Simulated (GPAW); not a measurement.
# As K ELNES/XANES of zinc-blende (GaAs)₁₋ₓ(AlAs)ₓ at x = 0.125 from DFT, part 3 of 3

Aim: the As K edge in zinc-blende (GaAs)₁₋ₓ(AlAs)ₓ at x = 0.125, one member of a composition series.

GPAW 26.7.0; X-ray absorption from dipole matrix elements to empty bands, plane-wave PAW LDA.

So far. Step 5 (Spectrum with XCH, As atom 2): Main maxima below 27 eV (height): 4.6 eV (1.51), 7.2 eV (1.34), 13.4 eV (0.86), 18.4 eV (0.93) and 25.8 eV (1.05). A K edge sees empty p states on the absorber. Step 5 (Spectrum with XCH, As atom 2): The energy difference (zero at 11881 eV) isn't read as a photon energy: for so heavy an absorber the terms left out (the hole's spin, the functional's error) amount to tens of eV or more.

### Step 7. Spectrum with XCH, Ga atom 1

The holes are 8.0 Å apart. The excited electron is kept in the cell, where it fills the lowest empty states and screens the hole. After the field has converged, empty bands are computed with the density fixed and the dipole matrix elements are summed.

The absorber has 4 As at 2.44 Å (tetrahedral).

xas.py reads:

```python
import numpy as np
from ase import Atoms
from ase.parallel import parprint, paropen
from gpaw import GPAW, PW, FermiDirac, Mixer, MixerDif, setup_paths
from gpaw.test import gen
setup_paths.insert(0, '.')
gen('Ga', name='fch1s', xcname='LDA', corehole=(1, 0, 1), write_xml=True)
from gpaw.mpi import world
world.barrier()

atoms = Atoms('GaAsAlAsGaAsGaAsGaAsGaAsGaAsGaAs',
    cell=[[0, 5.654, 5.654],
     [5.654, 0, 5.654],
     [5.654, 5.654, 0]],
    scaled_positions=[[0.9993803, 0.001103, 0.9990915],
     [0.1235515, 0.1246104, 0.1258891],
     [0.9980782, 0.9989401, 0.5003416],
     [0.1247836, 0.1226396, 0.6239758],
     [0.0000781, 0.4998386, 0.9984921],
     [0.1256241, 0.6256683, 0.1220279],
     [0.0007706, 0.4977588, 0.4969955],
     [0.1227185, 0.6242968, 0.623594],
     [0.4984855, 0.0003631, 0.9986491],
     [0.6241997, 0.1256883, 0.122765],
     [0.4998534, 0.9990208, 0.4980101],
     [0.6238359, 0.1242576, 0.6238703],
     [0.5009665, 0.5009744, 0.9983586],
     [0.62487, 0.6250188, 0.1251995],
     [0.4973167, 0.4994009, 0.5005125],
     [0.6255046, 0.623915, 0.62304]],
    pbc=True)
atoms.calc = calc = GPAW(legacy_gpaw=True, mode=PW(400, force_complex_dtype=True), xc='LDA', setups={0: 'fch1s'},
    kpts={'size': (3, 3, 3), 'gamma': True}, occupations=FermiDirac(0.04),
    charge=-1, mixer=Mixer(0.1, 5, 50), maxiter=150,
    convergence={'density': 0.0001, 'eigenstates': 1e-6}, txt='scf.txt')
energy = atoms.get_potential_energy() + calc.get_reference_energy()
ef = calc.get_fermi_level()
out = dict(energy=energy, fermi=ef, forces=atoms.get_forces().tolist())
parprint(f'all-electron energy {energy:.4f} eV, Fermi level {ef:.4f} eV')
ev = np.array([[calc.get_eigenvalues(k, s) for k in range(len(calc.get_ibz_k_points()))] for s in range(calc.get_number_of_spins())])
out['homo'], out['lumo'], out['counts'] = ev[ev < ef].max(), ev[ev > ef].min(), sorted(set((ev < ef).sum((0, 2)).tolist()))
out['filled'] = (ev[:, 0] < ef).sum(1).tolist()

from ase.units import Ha
from gpaw.xas import dipole_matrix_elements
nb = int(calc.get_number_of_electrons() / 2) + 185
top, nb = nb, nb + 8 + nb // 12
nscf = calc.fixed_density(kpts={'size': (4, 4, 4), 'gamma': True}, nbands=nb,
    convergence={'bands': top, 'eigenstates': 5e-3}, maxiter=60, txt='nscf.txt')
cell = atoms.cell.array
ops = [cell.T @ U.T @ np.linalg.inv(cell.T) for U in nscf.wfs.kd.symmetry.op_scc]
filled = [32]  # bands filled in the ground state, by spin
E = np.arange(-6, 30, 0.1)
fwhm = np.interp(E, [4, 25], [1.82, 3.5])
Y, X, zero, highest = 0, 0, 1e9, 1e9
for spin in range(nscf.get_number_of_spins()):
    wfs = nscf.wfs
    mine = wfs.bd.get_slice()  # this rank's bands
    A = dipole_matrix_elements(wfs.setups[0])
    eps = np.zeros((wfs.kd.nibzkpts, nb))
    d = np.zeros((3, A.shape[1], wfs.kd.nibzkpts, nb), complex)
    for kpt in wfs.kpt_u:
        if kpt.s == spin and 0 in kpt.P_ani:
            eps[kpt.k, mine] = kpt.eps_n * Ha
            d[:, :, kpt.k, mine] = (kpt.weight * wfs.nspins / 2) ** 0.5 * np.inner(A, kpt.P_ani[0])
    world.sum(eps)
    world.sum(d)
    T = np.einsum('amkn,bmkn->abkn', d, d.conj()).real
    T = sum(np.einsum('ai,ijkn,bj->abkn', R, T, R) for R in ops) / len(ops)
    empty = np.ones_like(eps, bool) & (np.arange(nb) >= filled[spin])
    zero, highest = min(zero, eps[empty].min()), min(highest, eps[:, top - 1].min())
    lines = [(eps, T, empty)] if spin == 0 else lines + [(eps, T, empty)]
for eps, T, empty in lines:
    f = np.einsum('aakn->akn', T).reshape(3, -1)
    x = eps.ravel() - zero
    w = np.interp(x, E, fwhm) / 2.35482
    g = np.exp(-0.5 * ((E[:, None] - x) / w) ** 2) / (w * (2 * np.pi) ** 0.5)
    Y = Y + (f * empty.ravel()) @ g.T
    X = X + (f * ~empty.ravel()) @ g.T
out.update(E=E.round(2).tolist(), xas=Y.tolist(), xes=X.tolist(), zero=zero, valid=highest - zero, nk=len(eps), nb=nb)
for i in range(0, len(E), 10):
    parprint(f'{E[i]:7.2f}', *(f'{v:10.3e}' for v in Y[:, i]))
import json
with paropen('out.json', 'w') as f:
    json.dump(out, f)
```

The run is started by

```console
OMP_NUM_THREADS=1 mpirun -n 4 gpaw python xas.py
```

Numbers of over 12 decimals in the logs are rounded to 6 here.

What it wrote:

```text
Input parameters:
  charge: -1
  convergence: {density: 0.0001,
                eigenstates: 1e-06}
  kpts: {gamma: True,
         size: (3, 3, 3)}
  maxiter: 150
  mixer: {backend: pulay,
          beta: 0.1,
          method: separate,
          nmaxold: 5,
          weight: 50}
  mode: {ecut: 400.0,
         force_complex_dtype: True,
         name: pw}
  occupations: {fixmagmom: False,
[...]
*p    :     0.576803
*d    :     0.000000
--------------------------------

Diagonalizing with gridspacing h=0.050

state   all-electron     PAW
-------------------------------
4s:      -0.729245    -0.729478
4p:      -0.423197    -0.423398
*d:                   -0.111370
*f:                   -0.021469
-------------------------------
all-electron energy -857290.3726 eV, Fermi level 5.7161 eV
[...]
28.00  1.226e-07  1.226e-07  1.241e-07
  29.00  1.260e-07  1.261e-07  1.278e-07
[key lines of the parts left out:]
Converged after 16 iterations.
Dipole moment: (-26.854826, -26.681196, -27.340269) |e|*Ang
Free energy:    -85.863982
Fermi level: 5.71606
```

The job ended after 3.2 min (4 MPI ranks of AMD EPYC 7B13 (Zen 3), shared host; peak memory 0.72 GiB; 13 min of CPU time).

The Ga K spectrum, Ga atom 1, excited-electron core hole (neutral cell) (energy from the bottom of the conduction band, which holds the excited electron; intensity scaled to a mean of 1 over the first 20 eV):

| E (eV) | isotropic | ε ∥ x | ε ∥ z |
| --- | --- | --- | --- |
| -2.0 | 0.00 | 0.00 | 0.00 |
| -1.0 | 0.01 | 0.01 | 0.01 |
| 0.0 | 0.10 | 0.10 | 0.10 |
| 1.0 | 0.46 | 0.46 | 0.47 |
| 2.0 | 0.97 | 0.95 | 1.00 |
| 3.0 | 1.41 | 1.38 | 1.45 |
| 4.0 | 1.85 | 1.86 | 1.82 |
| 5.0 | 1.67 | 1.71 | 1.60 |
| 6.0 | 1.17 | 1.19 | 1.16 |
| 7.0 | 1.03 | 1.02 | 1.05 |
| 8.0 | 0.96 | 0.94 | 1.01 |
| 9.0 | 0.89 | 0.86 | 0.93 |
| 10.0 | 0.95 | 0.94 | 0.96 |
| 11.0 | 1.12 | 1.13 | 1.11 |
| 12.0 | 1.26 | 1.27 | 1.24 |
| 13.0 | 1.16 | 1.16 | 1.15 |
| 14.0 | 0.91 | 0.92 | 0.91 |
| 15.0 | 0.72 | 0.73 | 0.71 |
| 16.0 | 0.65 | 0.65 | 0.63 |
| 17.0 | 0.69 | 0.70 | 0.67 |
| 18.0 | 0.77 | 0.78 | 0.76 |
| 19.0 | 0.79 | 0.78 | 0.79 |
| 20.0 | 0.75 | 0.74 | 0.76 |
| 21.0 | 0.73 | 0.73 | 0.74 |
| 22.0 | 0.73 | 0.73 | 0.73 |
| 23.0 | 0.72 | 0.72 | 0.72 |
| 24.0 | 0.70 | 0.70 | 0.70 |
| 25.0 | 0.70 | 0.70 | 0.70 |
| 26.0 | 0.72 | 0.72 | 0.72 |
| 27.0 | 0.75 | 0.75 | 0.75 |

Main maxima below 27 eV (height): 4.2 eV (1.89), 12.2 eV (1.26) and 18.6 eV (0.79). 

The energy difference (zero at 10381 eV) isn't read as a photon energy: for so heavy an absorber the terms left out (the hole's spin, the functional's error) amount to tens of eV or more.

### Step 8. What came out

```
absorber and edge             : As K, atom 2 of the ground-state input (counted from 1)
surroundings                  : 1 Al at 2.44 Å and 3 Ga at 2.44 Å (tetrahedral)
highest intensity below 24 eV : 4.6 eV above the zero, height 1.51
```

The As K edge of atom 2, with 1 Al at 2.44 Å and 3 Ga at 2.44 Å (tetrahedral), has its highest intensity of the first 24 eV at 4.6 eV above the zero, 1.5 times the mean level of the first 20 eV (Gaussian full width 2.14 eV up to 4 eV, rising linearly to 3.5 eV at 25 eV). The script folds with a Gaussian, whereas the core hole's own line is a Lorentzian, so the onset is too steep and the first peak too high.

[Banner, clock and machine lines of the logs are left out without a mark of their own.]

[Logs are printed without paths, hosts, clocks, repeated set-up lines and the standing remarks that a program may print on its own settings, such as how far it seeks lower states.]

[Hosts, paths, dates, database ids (printed as entryN), source tags and the programs' standing remarks are cut or masked in the printed files.]

[Lists of maxima count a maximum above −3 eV only where it reaches 4 % of the highest in the window and stands out from its surroundings by 2 % of it (1.5 % where it reaches 55 %); shoulders and weaker maxima are passed over, and of the rest the first, up to two pre-edge ones and the few strongest are named.]
